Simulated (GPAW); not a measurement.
# SnTe (Fm-3m): one start, several treatments of the self-energy

Aim: compare treatments of exchange, screening and correlation for the gap of SnTe (Fm-3m).

Program: GPAW 26.7.0. Level of theory: PBE and many-body steps on it, plane waves. Results are calculated unless marked as measured.

The database entry behind the starting cell differs from later determinations by our own check (about 0.3 % short), so it need not match the best structure at ambient conditions.

### 1. The structure

It takes space group Fm-3m (No. 225, cubic). Conventional cell: a = 6.302 Å, b = 6.302 Å, c = 6.302 Å, α = 90.00°, β = 90.00°, γ = 90.00°. Nearest to Sn lie 6 Te at 3.15 Å. Nearest to Te lie 6 Sn at 3.15 Å. Farther neighbours and most contacts between anions are not listed.

Structure file:

```xyz
2
Lattice="0.0000 3.1508 3.1508 3.1508 0.0000 3.1508 3.1508 3.1508 0.0000" Properties=species:S:1:pos:R:3 pbc="T T T"
Sn    0.0000    0.0000    0.0000
Te    3.1508    3.1508    3.1508
```

The cell and positions come from the Crystallography Open Database and are kept as given unless a step says otherwise. Spin-orbit coupling is left out unless a step names it.

### 2. Empty states on the mesh, 4×4×4 mesh, 748 bands

This step: GPAW 26.7.0; DFT, PBE, plane waves, PAW.

The sums over transitions need many empty states on a uniform mesh; this step solves for them.

run.py

```python
import json
import numpy as np
from gpaw.mpi import world
from gpaw import GPAW

calc = GPAW('gs.gpw').fixed_density(kpts={'size': (4, 4, 4), 'gamma': True},
    parallel={'domain': 1, 'band': 1},
    txt='nscf.txt')
calc.diagonalize_full_hamiltonian(nbands=748)
calc.write('full.gpw', mode='all')
res = {}
kpts = calc.get_ibz_k_points()
res['kpts'] = kpts
res['eigenvalues'] = [calc.get_eigenvalues(kpt=k) for k in range(len(kpts))]
res['n_electrons'] = calc.get_number_of_electrons()

if world.rank == 0:
    with open('result.json', 'w') as f:
        json.dump(res, f, default=lambda x: x.tolist())
```

The run is started by

```sh
$ mpirun -n 4 gpaw python run.py
```

Numbers of over 12 decimals in the logs are rounded to 6 here.

What it wrote:

```text
Diagonalizing LCAO Hamiltonian
Converting LCAO to pw mode
convergence criteria:
- Maximum integral of absolute [eigenst]ate change: 4e-08 eV^2 / valence electron
maximum number of iterations: 100

SCF iterations
|iter     |     time |      energy | eigst |  dens |
|iter:   1|  |             | +1.71 |       |
|iter:   2|  |             | -0.27 |       |
|iter:   3|  |             | -1.92 |       |
|iter:   4|  |             | -3.38 |       |
|iter:   5|  |             | -4.79 |       |
|iter:   6|  |             | -5.96 |       |
|iter:   7|  |             | -6.97 |       |
|iter:   8|  |             | -7.54c|       |
SCF steps: 8
  __  _  _
 | _ |_)|_||  |
 |__||  | ||/\| - 26.7.0

Input parameters:
  mode=PW(ecut=450.000000),
  convergence={'density': 1e-06, 'bands': -3},
  gpts=array([24, 24, 24]),
  kpts=MonkhorstPack(size=(4, 4, 4), gamma=True),
  maxiter=100,
  nbands=17,
  occupations=Occupations(name='fermi-dirac', width=0.001, fixmagmom=False),
  parallel={'domain': 1, 'band': 1},
  xc=XC(name='PBE')
Matrix size: 1363x1363
# Writing to full.gpw (mode='all')
  [... matrices ...]

timing:  # [seconds]
  Total: 10.075  # ━━━━━━━━━━━━━━━━━━━━━━━━━━━━━━━━━━━━━━━━━━━━━━━━━━━━━━━━━━
```

Elapsed: 15 s, on 4 MPI ranks of Arm Neoverse V1, shared host; peak memory 1.3 GiB; 58 s of CPU time.

This step gave:

* gap: 0.1055 eV
* k of the valence top: 0.5, 0.5, 0.5
* k of the conduction bottom: 0.5, 0.5, 0.5
* least direct gap: 0.1055 eV
* k points computed: 8
* lowest point of the top converged band, above the valence top: 284.9741 eV

On this mesh the gap is 0.105 eV.

### 3. G0W0, Godby-Needs plasmon pole

G0W0 replaces the xc potential by the self-energy, built once from these orbitals. Only a window of levels is corrected, while the sums run over the empty bands that the input names.

This step: G0W0 on PBE, plane waves, PAW.

run.py

```python
import json
import numpy as np
from gpaw.mpi import world
from gpaw.response.g0w0 import G0W0

gw = G0W0('full.gpw',
    filename='gw',
    kpts=[0, 7],
    bands=(8, 12),
    ecut=180,
    nbands=343,
    integrate_gamma='WS',
    ppa=True)
gw.calculate()
res = {mode: {k: v for k, v in r.items() if k != 'sigma_eskwn'}
       for mode, r in gw.all_results.items()}

if world.rank == 0:
    with open('result.json', 'w') as f:
        json.dump(res, f, default=lambda x: x.tolist())
```

The run is started by

```sh
$ mpirun -n 4 gpaw python run.py
```

What it wrote:

```text
Using integrator: PointIntegrator
FrequencyGridDescriptor(from 0.000+0.000j to 0.000+27.211j eV, 2 points)
Nonperiodic BCs:  [False False False]
Using integrator: PointIntegrator
FrequencyGridDescriptor(from 0.000+0.000j to 0.000+27.211j eV, 2 points)
Nonperiodic BCs:  [False False False]
  ___  _ _ _
 |   || | | |
 | | || | | |
 |__ ||_____|
 |___|

BZ k-points: Symmetries present (total): 48

  [... matrices ...]
64 k-points: 4 x 4 x 4 Monkhorst-Pack grid + [1/8,1/8,1/8]
8 k-points in the irreducible part of the Brillouin zone
       k-points in crystal coordinates                weights
   0:     0.00000000    0.00000000    0.00000000          1/64
   1:     0.25000000    0.25000000    0.00000000          6/64
   2:     0.25000000    0.25000000    0.25000000          8/64
   3:     0.50000000    0.25000000   -0.25000000          6/64
   4:     0.50000000    0.25000000    0.25000000         12/64
   5:     0.50000000    0.50000000    0.00000000          3/64
   6:     0.50000000    0.50000000    0.25000000         24/64
   7:     0.50000000    0.50000000    0.50000000          4/64

Distributing spins, k-points and bands (1 x 2 x 4) over 4 processes
Number of blocks: 1

Quasi particle states:
k-points (IBZ indices): [0, 7]
Band range: (8, 12)
  [... matrices ...]
Computational parameters:
Plane wave cut-off: 180 eV
Number of bands: 343
Coulomb cutoff: None
Broadening: 0.1 eV

fxc modes: GW
Kernel: RPA
Using Godby-Needs plasmon-pole approximation:
  Fitting energy: i*E0, E0 = 1.000 Hartree
Summing all q:

Calculating screened Coulomb potential
No Coulomb truncation
FrequencyGridDescriptor(from 0.000+0.000j to 0.000+27.211j eV, 2 points)
Removing empty qpoint cache files...

Calculating chi0 body with:
    Ground state adapter containing:
    Number of spins: 1
    Number of kpoints: 64
    Number of irreducible kpoints: 8
    Number of completely occupied states: 10
    Number of partially occupied states: 10
    Occupied states memory: 2.109375 M / cpu

    Linear response parametrization:
    q_c: [0.0, 0.0, 0.0]
    Number of frequency points: 2
    Planewave cutoff: 180.0
    Number of bands: 343
    Number of planewaves: 331
    Broadening (eta): 1e-06
    comm.size: 4
    kncomm.size: 4
    blockcomm.size: 1

    Memory estimate of potentially large arrays:
        chi0_wGG: 3.343536 M / cpu
Integrating chi0 body.

Symmetries of q_c:
    Direct symmetries (Uq -> q): 48
    Indirect symmetries (TUq -> q): 0
In total 48 allowed symmetries.

  [... matrices ...]
8 groups of equivalent kpoints. 87.5% reduction.

Integral kind: response function
Integrating chi0 head and wings.

Symmetries of q_c:
    Direct symmetries (Uq -> q): 48
    Indirect symmetries (TUq -> q): 0
In total 48 allowed symmetries.

  [... matrices ...]
8 groups of equivalent kpoints. 87.5% reduction.

Integral kind: response function wings

Calculating chi0 body with:
    Ground state adapter containing:
    Number of spins: 1
    Number of kpoints: 64
    Number of irreducible kpoints: 8
    Number of completely occupied states: 10
    Number of partially occupied states: 10
    Occupied states memory: 2.109375 M / cpu

    Linear response parametrization:
[... the further q-points ...]

Results:
f:      Occupation numbers
eps:     KS-eigenvalues [eV]
vxc:     KS vxc [eV]
exx:     Exact exchange [eV]
sigma:   Self-energies [eV]
dsigma:  Self-energy derivatives
Z:       Renormalization factors
qp:      QP-energies [eV]

k-point 0 (0): (0.000, 0.000, 0.000)                GW
band       f     eps     vxc     exx   sigma  dsigma       Z      qp
                                                                   GW
   8   1.000   4.305 -13.355 -15.236   1.386  -0.318   0.759   3.929
   9   1.000   4.305 -13.355 -15.236   1.386  -0.318   0.759   3.929
  10   0.000   9.802 -12.782  -7.997  -4.896  -0.324   0.755   9.718
  11   0.000   9.802 -12.782  -7.997  -4.896  -0.324   0.755   9.718

k-point 1 (7): (0.500, 0.500, 0.500)                GW
band       f     eps     vxc     exx   sigma  dsigma       Z      qp
                                                                   GW
   8   1.000   4.645 -13.655 -15.312   1.168  -0.305   0.766   4.271
   9   1.000   6.467 -11.454 -10.547  -1.203  -0.282   0.780   6.236
  10   0.000   6.573 -14.338 -12.059  -2.462  -0.289   0.776   6.430
  11   0.000   6.817 -11.564  -8.539  -3.365  -0.290   0.775   6.554
```

The job ended after 3.8 min (4 MPI ranks; peak memory 1.6 GiB).

This step gave:

```yaml
g0w0_gap_on_the_points_computed: 0.1940 eV
least_direct_g0w0_gap_on_the_computed_points: 0.1940 eV
z_at_the_valence_top: 0.7803
z_at_the_conduction_bottom: 0.7758
starting_gap_on_the_mesh: 0.1055 eV
k_of_the_valence_top: 0.5, 0.5, 0.5
k_of_the_conduction_bottom: 0.5, 0.5, 0.5
```

The gap on the mesh goes from 0.11 eV to 0.19 eV, a correction of +0.09 eV.

### 4. One-shot HSE06

This step: one-shot HSE06 levels on PBE orbitals, plane waves, PAW.

run.py

```python
import json
import numpy as np
from gpaw.mpi import world
from gpaw.hybrids.eigenvalues import non_self_consistent_eigenvalues

dft, vxc, vxc_hyb = non_self_consistent_eigenvalues('full.gpw', 'HSE06', 8, 12, kpt_indices=[0, 7])
res = {'dft': dft[0], 'hybrid': (dft - vxc + vxc_hyb)[0]}
if world.rank == 0:
    with open('hybrid.txt', 'w') as f:
        for k, e0, e1 in zip([0, 7], res['dft'], res['hybrid']):
            print(k, ' '.join(f'{x:9.4f}' for x in e0), '|', ' '.join(f'{x:9.4f}' for x in e1), file=f)

if world.rank == 0:
    with open('result.json', 'w') as f:
        json.dump(res, f, default=lambda x: x.tolist())
```

The run is started by

```sh
$ mpirun -n 4 gpaw python run.py
```

What it wrote:

```text
IBZ(<points: 8, symmetries: 48>)
Occupied bands: 10
Transforming wave functions from IBZ to BZ: 0.037 seconds
Distributing wave functions and iFFT-ing to real space: 0.188 seconds
Calculating eigenvalues:
  k-points: 2
  Bands: 8-11 (inclusive)
  Seconds: 0.635 (wave-function broadcasting: 0.009 seconds)
HSE06-eigenvalue shifts:
  min: -0.413 eV
  ave: -0.002 eV
  max: 0.475 eV
```

It took 4.8 s on 4 MPI ranks; peak memory 0.87 GiB; 19 s of CPU time.

Numbers from this step:

| Property | Result |
| --- | --- |
| starting gap on the mesh | 0.1055 eV |
| hybrid gap on the mesh | 0.03802 eV |
| least direct hybrid gap on the computed points | 0.03802 eV |

[end of part 1 of 2]

[Paths, hosts, dates, memory and timing lines, banners, echoed tables and standing remarks are left out of the program output.]

[Logs are printed without paths, hosts, clocks, repeated set-up lines and the standing remarks that a program may print on its own settings, such as how far it seeks lower states.]

[Runs of the session that timed out or met a known fault of the program may be left out.]

[Hosts, paths, dates, database ids (printed as entryN), source tags and the programs' standing remarks are cut or masked in the printed files.]
